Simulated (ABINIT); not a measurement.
# Quasiparticle gap of KMgH3 (Pm-3m) in ABINIT, part 3 of 3

Wanted: ground state, empty states, screening and self-energy for KMgH3 (Pm-3m).

ABINIT 10.8.3; LDA and many-body steps on it, plane waves. Known limits of the many-body steps: not at the basis limit; coarse k mesh.

So far. Step 3 (Bands along the symmetry lines): The gap is 2.048 eV, as in the run before at this level. Step 4 (Empty states on the mesh, 2×2×2 mesh, 41 bands): On this mesh the gap is 2.048 eV.

### Step 5. Screening, 2×2×2 mesh, 37 bands, screening to 87.1 eV

The RPA dielectric matrix is built and inverted for each q.

This step: RPA screening on LDA, plane waves, norm-conserving pseudopotentials.

The input, run.abi:

```
acell 3*1.0 Angstrom
rprim 
  4.025000000000 0.000000000000 0.000000000000
  0.000000000000 4.025000000000 0.000000000000
  0.000000000000 0.000000000000 4.025000000000
ntypat 3
znucl 19 12 1
natom 5
typat 1 2 3 3 3
xred 
  0.000000000000 0.000000000000 0.000000000000
  0.500000000000 0.500000000000 0.500000000000
  0.000000000000 0.500000000000 0.500000000000
  0.500000000000 0.000000000000 0.500000000000
  0.500000000000 0.500000000000 0.000000000000
pp_dirpath "pseudos"
pseudos "K.upf, Mg.upf, H.upf"
ecut 38
ngkpt 2 2 2
nshiftk 1
shiftk 0 0 0
kptopt 1
chksymbreak 0
istwfk *1
occopt 1
irdwfk 1
optdriver 3
nband 37
ecuteps 3.2
inclvkb 2
awtr 1
symchi 1
indata_prefix "in"
outdata_prefix "out"
tmpdata_prefix "tmp"
```

Launch:

```bash
OMP_NUM_THREADS=1 mpirun -n 4 abinit run.abi > log
```

Numbers of over 12 decimals in the logs are rounded to 6 here.

The log of the run:

```text
.Version 10.8.3 of ABINIT. v10.8.2 released Aug 2026.

 Symmetries : space group Pm -3 m (#221); Bravais cP (primitive cubic)
[... echo of the input left out ...]
== DATASET  1 ==================================================================
-   mpi_nproc: 4, omp_nthreads: 1 (-1 if OMP is not activated)

--- !DatasetInfo
iteration_state: {dtset: 1, }
dimensions: {natom: 5, nkpt: 4, mband: 37, nsppol: 1, nspinor: 1, nspden: 1, mpw: 4950, }
cutoff_energies: {ecut:  38.0, pawecutdg:  -1.0, }
electrons: {nelect:   2.20000000E+01, charge:   0.00000000E+00, occopt:   1.00000000E+00, tsmear:   1.00000000E-02, }

 SCREENING: Calculation of the susceptibility and dielectric matrices

 Based on a program developped by R.W. Godby, V. Olevano, G. Onida, and L. Reining.
 Incorporated in ABINIT by V. Olevano, G.-M. Rignanese, and M. Torrent.
.Using double precision arithmetic ; gwpc =  8

[... cell and pseudopotentials left out ...]
--------------------------------------------------------------------------------

 ==== K-mesh for the wavefunctions ====
 Number of points in the irreducible wedge :     4
[... list of points left out ...]
 Together with 48 symmetry operations and time-reversal symmetry
 yields     8 points in the full Brillouin Zone.

 ==== Q-mesh for the screening function ====
 Number of points in the irreducible wedge :     4
[... list of points left out ...]
 Together with 48 symmetry operations and time-reversal symmetry
 yields     8 points in the full Brillouin Zone.

 setmesh: FFT mesh size selected  =    27x   27x   27
          total number of points  =        19683

 vcoul_init : cutoff-mode = AUXILIARY_FUNCTION
 q-points for optical limit:   1
     1)      0.000010    0.000020    0.000030

- screening: taking advantage of time-reversal symmetry
- Maximum band index for partially occupied states nbvw = 11
- Remaining bands to be divided among processors   nbcw = 26
- Number of bands treated by each node ~6

 Number of electrons calculated from density =   22.0000; Expected =   22.0000
 average of density, n =  0.049995
 r_s =    1.6839
 omega_plasma =   21.5685 [eV]

 calculating chi0 at frequencies [eV] :
  1    0.000000E+00    0.000000E+00
  2    0.000000E+00    2.156849E+01

--------------------------------------------------------------------------------
  q-point number  1        q = ( 0.000000, 0.000000, 0.000000) [r.l.u.]
--------------------------------------------------------------------------------
[... chi0 elements left out ...]
 For q-point:  0.000010 0.000020 0.000030
  dielectric constant =   4.3605
  dielectric constant without local fields =   4.9074

  Average fulfillment of the sum rule on Im[epsilon] for q-point    1 :     35.12  [%]
[... wings left out ...]
  q-point number  2        q = ( 0.500000, 0.000000, 0.000000) [r.l.u.]
--------------------------------------------------------------------------------
[... chi0 elements left out ...]
  Average fulfillment of the sum rule on Im[epsilon] for q-point    2 :     44.32  [%]

 [... 2 further q-points ...]
```

It took 3.1 s on 4 MPI ranks of Arm Neoverse V2, shared host; peak memory 0.53 GiB; 12 s of CPU time.

This step gave:

```yaml
eps_infinity_with_local_fields_on_this_mesh_along_the_program_s_q_direction: 4.361
the_same_without_local_fields: 4.907
plasma_frequency: 21.57 eV
plane_waves_in_the_screening_matrix: 123
```

Local fields lower ε∞ by 11 %. On a Γ-centred mesh this coarse the value itself is usually too large, while a short band sum pulls it down.

### Step 6. Self-energy, 2×2×2 mesh, 37 bands, screening to 87.1 eV

The self-energy is evaluated for the states that the input lists, and the levels follow from it, in one-shot runs by the linearised quasiparticle equation.

This step: G0W0 on LDA, plane waves, norm-conserving pseudopotentials.

run.abi, as its differences from that of step 5:

```diff
@@ -26,8 +26,19 @@
 irdwfk 1
-optdriver 3
+optdriver 4
 nband 37
+gwcalctyp 0
+ecutsigx 38
+symsigma 1
+nkptgw 3
+kptgw 
+  0.5000000000 0.0000000000 0.0000000000
+  0.5000000000 0.5000000000 0.5000000000
+  0.0000000000 0.0000000000 0.0000000000
+bdgw 
+  10 13
+  9 15
+  10 14
 ecuteps 3.2
-inclvkb 2
-awtr 1
-symchi 1
+irdscr 1
+ppmodel 1
 indata_prefix "in"
```

The log of the run:

```text
.Version 10.8.3 of ABINIT. v10.8.2 released Aug 2026.

 Symmetries : space group Pm -3 m (#221); Bravais cP (primitive cubic)
[... echo of the input left out ...]
== DATASET  1 ==================================================================
-   mpi_nproc: 4, omp_nthreads: 1 (-1 if OMP is not activated)

--- !DatasetInfo
iteration_state: {dtset: 1, }
dimensions: {natom: 5, nkpt: 4, mband: 37, nsppol: 1, nspinor: 1, nspden: 1, mpw: 4950, }
cutoff_energies: {ecut:  38.0, pawecutdg:  -1.0, }
electrons: {nelect:   2.20000000E+01, charge:   0.00000000E+00, occopt:   1.00000000E+00, tsmear:   1.00000000E-02, }

 SIGMA: Calculation of the GW corrections

 Based on a program developped by R.W. Godby, V. Olevano, G. Onida, and L. Reining.
 Incorporated in ABINIT by V. Olevano, G.-M. Rignanese, and M. Torrent.
.Using double precision arithmetic ; gwpc =  8

[... cell and pseudopotentials left out ...]
--------------------------------------------------------------------------------

 ==== K-mesh for the wavefunctions ====
 Number of points in the irreducible wedge :     4
[... list of points left out ...]
 Together with 48 symmetry operations and time-reversal symmetry
 yields     8 points in the full Brillouin Zone.

 ==== Q-mesh for screening function ====
 Number of points in the irreducible wedge :     4
[... list of points left out ...]
 Together with 48 symmetry operations and time-reversal symmetry
 yields     8 points in the full Brillouin Zone.

 vcoul_init : cutoff-mode = AUXILIARY_FUNCTION
 q-points for optical limit:   1
     1)      0.000010    0.000020    0.000030
 setmesh: FFT mesh size selected  =    45x   45x   45
          total number of points  =        91125

 Number of electrons calculated from density =   22.0000; Expected =   22.0000
 average of density, n =  0.049995
 r_s =    1.6839
 omega_plasma =   21.5685 [eV]

 === KS Band Gaps ===
  >>>> For spin  1
   Minimum direct gap =   4.2158 [eV], located at k-point      :   0.5000  0.5000  0.5000
   Fundamental gap    =   2.0485 [eV], Top of valence bands at :   0.5000  0.0000  0.0000
                                       Bottom of conduction at :   0.5000  0.5000  0.5000
 SIGMA fundamental parameters:
 PLASMON POLE MODEL  1
 number of plane-waves for SigmaX                 4945
 number of plane-waves for SigmaC and W            123
 number of plane-waves for wavefunctions          4945
 number of bands                                    37
 number of independent spin polarizations            1
 number of spinorial components                      1
 number of k-points in IBZ                           4
 number of q-points in IBZ                           4
 number of symmetry operations                      48
 number of k-points in BZ                            8
 number of q-points in BZ                            8
 number of frequencies for dSigma/dE                 9
 frequency step for dSigma/dE [eV]                0.25
 number of omega for Sigma on real axis              0
 max omega for Sigma on real axis  [eV]           0.00
 zcut for avoiding poles [eV]                     0.10

 EPSILON^-1 parameters (SCR file):
 dimension of the eps^-1 matrix on file            123
 dimension of the eps^-1 matrix used               123
 number of plane-waves for wavefunctions          4945
 number of bands                                    37
 number of q-points in IBZ                           4
 number of frequencies                               2
 number of real frequencies                          1
 number of imag frequencies                          1

 matrix elements of self-energy operator (all in [eV])

 Perturbative Calculation

--- !SelfEnergy_ee
iteration_state: {dtset: 1, }
kpoint     : [   0.500,    0.000,    0.000, ]
spin       : 1
KS_gap     :    5.054
QP_gap     :    7.470
Delta_QP_KS:    2.416
data: !SigmaeeData |
     Band     E0 <VxcDFT>   SigX SigC(E0)      Z dSigC/dE  Sig(E)    E-E0       E
       10  -1.018 -10.065 -13.670   2.658   0.777  -0.286 -10.802  -0.736  -1.754
       11   1.864 -11.059 -14.320   2.458   0.789  -0.267 -11.692  -0.633   1.231
       12   6.918  -9.618  -4.223  -3.221   0.820  -0.219  -7.835   1.783   8.701
       13   6.918  -9.618  -4.223  -3.221   0.820  -0.219  -7.835   1.783   8.701

--- !SelfEnergy_ee
iteration_state: {dtset: 1, }
kpoint     : [   0.500,    0.500,    0.500, ]
spin       : 1
KS_gap     :    4.216
QP_gap     :    6.411
Delta_QP_KS:    2.196
data: !SigmaeeData |
     Band     E0 <VxcDFT>   SigX SigC(E0)      Z dSigC/dE  Sig(E)    E-E0       E
        9  -0.303 -10.514 -14.164   2.687   0.780  -0.282 -11.264  -0.751  -1.054
       10  -0.303 -10.514 -14.164   2.687   0.780  -0.282 -11.264  -0.751  -1.054
       11  -0.303 -10.514 -14.164   2.687   0.780  -0.282 -11.264  -0.751  -1.054
       12   3.912  -9.795  -5.160  -2.874   0.820  -0.219  -8.351   1.445   5.357
       13   7.225  -8.631  -3.797  -3.248   0.820  -0.220  -7.330   1.300   8.526
       14   7.225  -8.631  -3.797  -3.248   0.820  -0.220  -7.330   1.300   8.526
       15   7.225  -8.631  -3.797  -3.248   0.820  -0.220  -7.330   1.300   8.526

--- !SelfEnergy_ee
iteration_state: {dtset: 1, }
kpoint     : [   0.000,    0.000,    0.000, ]
spin       : 1
KS_gap     :    5.981
QP_gap     :    8.101
Delta_QP_KS:    2.120
data: !SigmaeeData |
     Band     E0 <VxcDFT>   SigX SigC(E0)      Z dSigC/dE  Sig(E)    E-E0       E
       10   1.369 -10.687 -13.888   2.431   0.789  -0.267 -11.295  -0.608   0.762
       11   1.369 -10.687 -13.888   2.431   0.789  -0.267 -11.295  -0.608   0.762
       12   7.350  -9.313  -4.160  -3.301   0.816  -0.225  -7.800   1.512   8.863
       13   7.350  -9.313  -4.160  -3.301   0.816  -0.225  -7.800   1.512   8.863
       14   7.350  -9.313  -4.160  -3.301   0.816  -0.225  -7.800   1.512   8.863

== END DATASET(S) ==============================================================
================================================================================

 -outvars: echo values of variables after computation  --------
           etotal      0.0000000000E+00
            nband          37
             nkpt           4
          spgroup         221
 [... the other variables as echoed above ...]

 Calculation completed.
```

Wall time 3.3 s (4 MPI ranks); peak memory 0.61 GiB.

This step gave:

| Property | Result |
| --- | --- |
| G0W0 gap on the points computed | 4.126 eV |
| starting gap on the mesh | 2.048 eV |
| k of the valence top | 0.5, 0, 0 |
| k of the conduction bottom | 0.5, 0.5, 0.5 |
| Z at the valence top | 0.789 |
| Z at the conduction bottom | 0.82 |
| least direct G0W0 gap on the computed points | 6.411 eV |

The gap on the mesh goes from 2.05 eV to 4.13 eV, a correction of +2.08 eV.

Limits: finite bands, cutoff and mesh; coarse k mesh. v1 is the top filled band, c1 the lowest empty one. Levels before and after the correction, in eV, zero at the valence-band top of each column:

```
           conduction bottom  valence top
Kohn-Sham               2.05         0.00
     G0W0               4.13         0.00
```

```
                         level  energy (eV)
Kohn-Sham         (0.5 0 0) v2       -2.882
Kohn-Sham         (0.5 0 0) v1        0.000
Kohn-Sham      (0.5 0 0) c1-c2        5.055
Kohn-Sham  (0.5 0.5 0.5) v3-v1       -2.167
Kohn-Sham     (0.5 0.5 0.5) c1        2.048
Kohn-Sham  (0.5 0.5 0.5) c2-c4        5.362
     G0W0         (0.5 0 0) v2       -2.985
     G0W0         (0.5 0 0) v1        0.000
     G0W0      (0.5 0 0) c1-c2        7.470
     G0W0  (0.5 0.5 0.5) v3-v1       -2.285
     G0W0     (0.5 0.5 0.5) c1        4.126
     G0W0  (0.5 0.5 0.5) c2-c4        7.295
```

### Step 7. Where the time went

Times are wall times on 4 MPI ranks of Arm Neoverse V2, shared host. The host was busy with other work, so they are no guide to cost.

| step | time | share | memory (GiB) |
| --- | --- | --- | --- |
| ground state | 14 s | 28 % | 0.34 |
| bands along the symmetry lines | 24 s | 48 % | 0.34 |
| empty states on the mesh | 5 s | 10 % | 0.28 |
| screening | 3.1 s | 6 % | 0.53 |
| self-energy | 3.3 s | 7 % | 0.61 |

### Step 8. Outcome

```yaml
lda_gap: 2.05 eV, indirect
g0w0_gap_on_the_mesh: 4.13 eV
gw_settings: 2×2×2 mesh, 37 bands, screening to 87.1 eV, Godby-Needs plasmon pole
known_limits: not at the basis limit; coarse k mesh
```

In words: G0W0 moves the gap on the mesh from 2.05 eV to 4.13 eV (+2.08 eV), with Z of 0.79 and 0.82 at the edges. Local fields lower the RPA ε∞ on this mesh from 4.91 to 4.36; a Γ-centred mesh this coarse tends to raise both, most where the direct gap is narrow, while a short band sum lowers them. Only 3 of the mesh's irreducible points were corrected, so a valley elsewhere could overtake. The dearest step here is «bands along the symmetry lines». Bands and cutoff are finite, so the gap is not at the basis limit. The miss can reach some tenths of an eV and take either sign; the mesh is an error of its own. In the G0W0 run levels were corrected at 3 k points alone, so a gap called «on the mesh» is the least over those, and an edge elsewhere would be missed. The 2×2×2 mesh is coarse for this cell, which bears on the long-range parts of exchange and screening. This is the ideal cubic cell; many perovskites, halides above all, are cubic only on average, and local tilts or off-centring can widen the gap.

[Paths, hosts, dates, memory and timing lines, banners, echoed tables and standing remarks are left out of the program output.]

[Logs are printed without paths, hosts, clocks, repeated set-up lines and the standing remarks that a program may print on its own settings, such as how far it seeks lower states.]

[Runs of the session that timed out or met a known fault of the program may be left out.]

[Hosts, paths, dates, database ids (printed as entryN), source tags and the programs' standing remarks are cut or masked in the printed files.]

[G0W0 gaps are taken among the corrected bands and points alone; a level outside them can change the order at an edge.]

[Where Ansatz stands beside ABINIT at settings called matched, ABINIT's density can come from a denser mesh and the files from another edition; pairs whose starting gaps differed by over 0.03 eV were left out, so agreement reads better than it is.]
